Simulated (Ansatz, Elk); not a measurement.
**YAl2Fe3: X-ray structure factors from the self-consistent density**

Structure refinements treat a crystal as free atoms side by side. For a made-up structure of YAl2Fe3 (cell and positions from a PBEsol relaxation) the runs below show what the calculated density changes in F(hkl).

Main program and level: Elk 11.2.3 (patched build); DFT, PBE, all-electron APW+lo, Dirac cores, scalar-relativistic bands, static density, ferromagnetic start.

The structure was built from a prototype and need not be the compound's stable phase.

## (1) The structure

The structure is hexagonal, space group P6/mmm (No. 191). Conventional cell: a = 5.093 Å, b = 5.093 Å, c = 3.968 Å, α = 90.00°, β = 90.00°, γ = 120.00°. Y has 6 Al at 2.94 Å and 12 Fe at 3.23 Å nearest. Nearest to Fe lie 4 Al at 2.47 Å and 4 Fe at 2.55 Å and 4 Y at 3.23 Å. Nearest to Al lie 6 Fe at 2.47 Å and 3 Y at 2.94 Å and 3 Al at 2.94 Å. Farther neighbours are not listed.

## (2) Ground state and structure factors

An all-electron density is needed, since X-rays see the cores too. Task 0 finds the density and task 195 Fourier-transforms it; tshift is off so that phases refer to the origin typed.

The input, elk.in:

```
tasks
  0
  195
  196

xctype
  20

spinpol
  .true.

rgkmax
  7.0

gmaxvr
  14.0

lmaxo
  7

lmaxapw
  8

swidth
  0.002

tshift
  .false.

ramdisk
  .false.

hmaxvr
  5.5

maxscl
  120

epspot
  1e-06

reducebf
  0.8

sppath
  './'

avec
  9.62397452021 0.00000000000 0.00000000000
  -4.81198726010 8.33460641987 0.00000000000
  0.00000000000 0.00000000000 7.49924658211

atoms
  3
  'Y.in'
  1
  0.0000000000 0.0000000000 0.0000000000   0.000000 0.000000 0.000000
  'Fe.in'
  3
  0.0000000000 0.5000000000 0.5000000000   0.000000 0.000000 -0.090000
  0.5000000000 0.5000000000 0.5000000000   0.000000 0.000000 -0.090000
  0.5000000000 0.0000000000 0.5000000000   0.000000 0.000000 -0.090000
  'Al.in'
  2
  0.6666666667 0.3333333333 0.0000000000   0.000000 0.000000 0.000000
  0.3333333333 0.6666666667 0.0000000000   0.000000 0.000000 0.000000

ngridk
  5 5 5
```

Command:

```bash
$ OMP_NUM_THREADS=4 elk
```

Numbers of over 12 decimals in the logs are rounded to 6 here.

Output:

```text
┌─────────────────────────┐
│ Elk code version 11.2.3 │
└─────────────────────────┘

All units are atomic (Hartree, Bohr, etc.)

┌─────────────────────────────────────────────────┐
│ Ground-state run starting from atomic densities │
└─────────────────────────────────────────────────┘

Lattice vectors :
   9.623974520       0.000000000       0.000000000
  -4.811987260       8.334606420       0.000000000
   0.000000000       0.000000000       7.499246582

Reciprocal lattice vectors :
  0.6528680322      0.3769335341      -0.000000000
   0.000000000      0.7538670683       0.000000000
   0.000000000      -0.000000000      0.8378422070

Unit cell volume      :    601.5298655
Brillouin zone volume :   0.4123655826

Muffin-tin inner radius fraction :   0.1000000000E-01

Nuclei treated as point charges

Species : 1 (Y)
 parameters loaded from : Y.in
 name : yttrium
 nuclear charge    :   -39.00000000
 electronic charge :    39.00000000
 atomic mass :    162065.4503
 muffin-tin radius :    2.600000000
 number of radial points in muffin-tin :   1193
 inner part over the whole radius :   0.9871815862E-02
 number on inner part of muffin-tin    :    847
 approximate nuclear radius :   0.8135895711E-04
 number of mesh points to nuclear radius :    416
 atomic positions (lattice), magnetic fields (Cartesian) :
  1 :   0.00000000  0.00000000  0.00000000    0.00000000  0.00000000  0.00000000

Species : 2 (Fe)
 parameters loaded from : Fe.in
 name : iron
 nuclear charge    :   -26.00000000
 electronic charge :    26.00000000
 atomic mass :    101799.2075
 muffin-tin radius :    2.380993630
 number of radial points in muffin-tin :    993
 inner part over the whole radius :   0.9919501834E-02
 number on inner part of muffin-tin    :    700
 approximate nuclear radius :   0.7160107270E-04
 number of mesh points to nuclear radius :    332
 atomic positions (lattice), magnetic fields (Cartesian) :
  1 :   0.00000000  0.50000000  0.50000000    0.00000000  0.00000000 -0.09000000
  2 :   0.50000000  0.50000000  0.50000000    0.00000000  0.00000000 -0.09000000
  3 :   0.50000000  0.00000000  0.50000000    0.00000000  0.00000000 -0.09000000

Species : 3 (Al)
 parameters loaded from : Al.in
 name : aluminium
 nuclear charge    :   -13.00000000
 electronic charge :    13.00000000
 atomic mass :    49184.33496
 muffin-tin radius :    2.200000000
 number of radial points in muffin-tin :    793
 inner part over the whole radius :   0.9821194981E-02
 number on inner part of muffin-tin    :    552
 approximate nuclear radius :   0.5839653600E-04
 number of mesh points to nuclear radius :    244
 atomic positions (lattice), magnetic fields (Cartesian) :
  1 :  -0.33333333  0.33333333  0.00000000    0.00000000  0.00000000  0.00000000
  2 :   0.33333333 -0.33333333  0.00000000    0.00000000  0.00000000  0.00000000

Total number of atoms per unit cell :    6
Total muffin-tin volume :    332.4495843
 ratio of muffin-tin to unit cell volume :   0.5526734472

Spin treatment :
 spin-polarised
 global magnetic field (Cartesian) :    0.000000000       0.000000000       0.000000000
 collinear magnetisation in z-direction

Number of Bravais lattice symmetries :   24
Number of crystal symmetries         :   24
Crystal has inversion symmetry
Real symmetric eigensolver will be used

k-point grid :      5     5     5
k-point offset :    0.000000000       0.000000000       0.000000000
k-point set is reduced with full crystal symmetry group
Total number of k-points :       15

Muffin-tin radius times maximum |G+k| :    7.000000000
 using average radius
Maximum |G+k| for APW functions       :    2.969670986
Maximum (1/2)|G+k|²                   :    4.409472881
Maximum |G| for potential and density :    14.00000000
Constant for pseudocharge density :    9
 order of it for each species :   16  16  16
 order of it for pair densities of each species (exact exchange by exxq0 0: 17) :   12  10   8
Radial integration step length :    1

G-vector grid sizes :     45    45    35
[...]
Absolute change in total energy (target)   :    5.072795651     (  0.1000000000E-03)

[... loops 3 to 23 left out ...]

┌──────────────────┐
│ Loop number : 24 │
└──────────────────┘

Energies :
 Fermi                       :     0.297140
 sum of occupied eigenvalues :     -4466.3055449173
 electron kinetic            :      7849.9584197513
 core electron kinetic       :      7246.7191051741
 Coulomb                     :     -15224.809149942
 Coulomb potential           :     -11907.174522662
 nuclear-nuclear             :     -1132.0119643103
 electron-nuclear            :     -16312.074810803
 Hartree                     :      2219.2776251716
 Madelung                    :     -9271.2218886107
 xc potential                :     -408.85087520820
 xc effective B-field        :    -0.238559
 external B-field            :      0.000000
 exchange                    :     -308.33133880362
 correlation                 :     -6.635772
 electron entropic           :    -0.15240359510609E-02
 total energy                :     -7689.8193654319
 (external B-field energy excluded from total)

Density of states at Fermi energy :    117.9387606
 (states/Hartree/unit cell)

Estimated indirect band gap :   0.4161846549E-03
 from k-point 5 to k-point 10
Estimated direct band gap   :   0.1348911266E-02
 at k-point 7

Charges :
 core                        :    66.00000000
 valence                     :    77.00000000
 interstitial                :    7.748958336
 muffin-tins (core leakage)
  species : 1 (Y)
[...]
species : 2 (Fe)
[...]
species : 3 (Al)
[...]
total in muffin-tins        :    135.2510417
 total calculated charge     :    142.9987606
 total charge                :    143.0000000
 error                       :   0.1239421029E-02

Moments :
 interstitial                :  -0.3844772989
 muffin-tins
  species : 1 (Y)
[...]
species : 2 (Fe)
[...]
species : 3 (Al)
[...]
total in muffin-tins        :    5.439376363
 total moment                :    5.054899064

RMS change in Kohn-Sham potential (target) :   0.5673244276E-06 (  0.1000000000E-05)
Absolute change in total energy (target)   :   0.1680877722E-04 (  0.1000000000E-03)

Convergence targets achieved

┌──────────────────┐
│ Loop number : 25 │
└──────────────────┘

Energies :
 Fermi                       :     0.297140
 sum of occupied eigenvalues :     -4466.3055379626
 electron kinetic            :      7849.9583960291
 core electron kinetic       :      7246.7191032694
 Coulomb                     :     -15224.809125493
 Coulomb potential           :     -11907.174532768
 nuclear-nuclear             :     -1132.0119643103
 electron-nuclear            :     -16312.074753233
 Hartree                     :      2219.2775920504
 Madelung                    :     -9271.2218591086
 xc potential                :     -408.85083992274
 xc effective B-field        :    -0.238554
 external B-field            :      0.000000
 exchange                    :     -308.33133428007
 correlation                 :     -6.635773
 electron entropic           :    -0.15240798833785E-02
 total energy                :     -7689.8193604518
 (external B-field energy excluded from total)

Density of states at Fermi energy :    117.9423398
 (states/Hartree/unit cell)

Estimated indirect band gap :   0.4172642044E-03
 from k-point 5 to k-point 10
Estimated direct band gap   :   0.1349064536E-02
 at k-point 7

Charges :
 core                        :    66.00000000
 valence                     :    77.00000000
 interstitial                :    7.748958470
 muffin-tins (core leakage)
  species : 1 (Y)
[...]
species : 2 (Fe)
[...]
atom 3                    :    25.15125258     ( -0.2253523448E-06)
  species : 3 (Al)
   atom 1                    :    11.45432706     (  0.4907553737E-03)
   atom 2                    :    11.45432706     (  0.4907553737E-03)
 total in muffin-tins        :    135.2510415
 total calculated charge     :    142.9987606
 total charge                :    143.0000000
 error                       :   0.1239420493E-02

Moments :
 interstitial                :  -0.3844665033
 muffin-tins
  species : 1 (Y)
[...]
species : 2 (Fe)
[...]
atom 3                    :    1.922577519
  species : 3 (Al)
   atom 1                    :  -0.6412870700E-01
   atom 2                    :  -0.6412870700E-01
 total in muffin-tins        :    5.439336014
 total moment                :    5.054869510

┌──────────────────────────────┐
│ Self-consistent loop stopped │
└──────────────────────────────┘

Warning : core states of species 3 leak from the muffin-tin :   0.4907553737E-03

Wrote STATE.OUT
```

It took 3.1 min on 4 threads of AMD EPYC 7B13 (Zen 3), shared host; peak memory 0.59 GiB.

SFACRHO.OUT:

```text

h k l indices transformed by vhmat matrix:
   1.000000000       0.000000000       0.000000000    
   0.000000000       1.000000000       0.000000000    
   0.000000000       0.000000000       1.000000000    

      h      k      l  multipl.   |H|            Re(F)            Im(F)           |F|

      0      0      0      1   0.0000000       143.00000      0.86336982E-16   143.00000    
      0      1      0      6  0.75386707      0.29873645     -0.10434880E-13  0.29873645    
      0      0     -1      2  0.83784221      -13.315347      0.20212095E-13   13.315347    
      0     -1     -1     12   1.1270737       43.498145     -0.21913248E-13   43.498145    
     -2      1      0      6   1.3057361       29.014985     -0.30074245E-13   29.014985    
     -2      0      0      6   1.5077341       77.702501      -0.0000000       77.702501    
     -1     -1      1     12   1.5514272       65.141310      0.55960946E-14   65.141310    
      0      0      2      2   1.6756844       99.348969      0.34567376E-13   99.348969    
     -2      2      1     12   1.7248889      -33.775529     -0.34435103E-13   33.775529    
      1      0     -2     12   1.8374531       2.0473063      0.52174399E-14   2.0473063    
     -2      3      0     12   1.9945448       2.0586662     -0.54261375E-13   2.0586662    
      2     -1      2     12   2.1243505       25.008042      0.28418276E-13   25.008042    
     -2      3     -1     24   2.1633743       33.840501      0.62609279E-13   33.840501    
      0      2     -2     12   2.2541474       64.122895      -0.0000000       64.122895    
      3      0      0      6   2.2616012       24.404840     -0.45874366E-13   24.404840    
      0     -3      1     12   2.4118084       53.435480     -0.96774084E-13   53.435480    
      0      0     -3      2   2.5135266      -5.5119182      0.61415809E-13   5.5119182    
      1      2      2     24   2.6050196       2.4727127     -0.15652320E-13   2.4727127
```

Elk indexes on the primitive cell of elk.in and gives |H| = 4π sin θ/λ in inverse bohr. Below, one row stands for each form hkl of the conventional cell (m members, Friedel mates merged), F is for one primitive cell and the density is static (no thermal factor). Free-atom factors are Waasmaier and Kirfel's, and R is Σm||F|−|F'||/Σm|F|.

```csv
hkl,m,sin θ/λ (Å⁻¹),"abs F, DFT",neutral atoms,diff.
100,6,0.113,0.299,0.597,-0.298
001,2,0.126,13.315,12.917,+0.398
101,12,0.170,43.498,43.435,+0.063
110,6,0.196,29.015,29.060,-0.045
200,6,0.227,77.703,78.134,-0.432
111,12,0.233,65.141,65.487,-0.345
002,2,0.252,99.349,100.181,-0.832
201,12,0.259,33.776,34.381,-0.605
102,12,0.276,2.047,1.781,+0.266
210,12,0.300,2.059,1.873,+0.186
112,12,0.320,25.008,24.918,+0.090
211,24,0.325,33.840,33.906,-0.066
202,12,0.339,64.123,64.259,-0.136
300,6,0.340,24.405,24.336,+0.069
301,12,0.363,53.435,53.447,-0.012
003,2,0.378,5.512,5.554,-0.042
212,24,0.392,2.473,2.386,+0.087
220,6,0.393,79.043,79.076,-0.033
103,12,0.395,30.375,30.376,-0.001
310,12,0.409,2.457,2.510,-0.053
221,12,0.412,4.544,4.610,-0.066
302,12,0.423,22.190,22.158,+0.032
```

## (3) The magnetisation density

The same run holds the spin density, and task 196 transforms it. The order is that of the start, and no other was tried.

SFACMAG_1.OUT:

```text

h k l indices transformed by vhmat matrix:
   1.000000000       0.000000000       0.000000000    
   0.000000000       1.000000000       0.000000000    
   0.000000000       0.000000000       1.000000000    

      h      k      l  multipl.   |H|            Re(F)            Im(F)           |F|

      0      0      0      1   0.0000000       5.0548697      0.61004464E-17   5.0548697    
      0      1      0      6  0.75386707      -1.8895181     -0.11199153E-14   1.8895181    
      0      0     -1      2  0.83784221      -5.1673954      0.15619455E-14   5.1673954    
      0     -1     -1     12   1.1270737       1.4808902     -0.14561956E-14   1.4808902    
     -2      1      0      6   1.3057361      -1.5689986     -0.21542773E-14   1.5689986    
     -2      0      0      6   1.5077341       3.8899263      0.32608999E-16   3.8899263    
     -1     -1      1     12   1.5514272       1.2865361      0.62253598E-16   1.2865361    
      0      0      2      2   1.6756844       3.3864133      0.21286640E-14   3.3864133    
     -2      2      1     12   1.7248889      -3.3276660     -0.26071914E-14   3.3276660    
      1      0     -2     12   1.8374531     -0.98514912      0.44222771E-15  0.98514912    
     -2      3      0     12   1.9945448     -0.96511509     -0.30270323E-14  0.96511509    
      2     -1      2     12   2.1243505     -0.88070276      0.14698302E-14  0.88070276    
     -2      3     -1     24   2.1633743      0.82177793      0.32461319E-14  0.82177793    
      0      2     -2     12   2.2541474       2.2653601     -0.20890140E-15   2.2653601    
      3      0      0      6   2.2616012     -0.65511320     -0.21853125E-14  0.65511320    
      0     -3      1     12   2.4118084      0.57035697     -0.46132818E-14  0.57035697
```

The total moment is 5.05 μB a cell; sphere moments: Y1 -0.20, Fe2 +1.92, Fe3 +1.92, Fe4 +1.92, Al5 -0.06, Al6 -0.06 μB. Polarised neutrons measure spin and orbital magnetisation together; without spin-orbit coupling the run gives the spin part:

```csv
hkl,sin θ/λ (Å⁻¹),abs F_M (μB)
100,0.113,1.889
001,0.126,5.167
101,0.170,1.481
110,0.196,1.569
200,0.227,3.890
111,0.233,1.286
002,0.252,3.386
201,0.259,3.328
102,0.276,0.985
210,0.300,0.965
112,0.320,0.881
211,0.325,0.822
202,0.339,2.265
300,0.340,0.655
```

(Part 1 of 2 ends here.)

[Logs are printed without paths, hosts, clocks, repeated set-up lines and the standing remarks that a program may print on its own settings, such as how far it seeks lower states.]

[Hosts, paths, dates, database ids (printed as entryN), source tags and the programs' standing remarks are cut or masked in the printed files.]
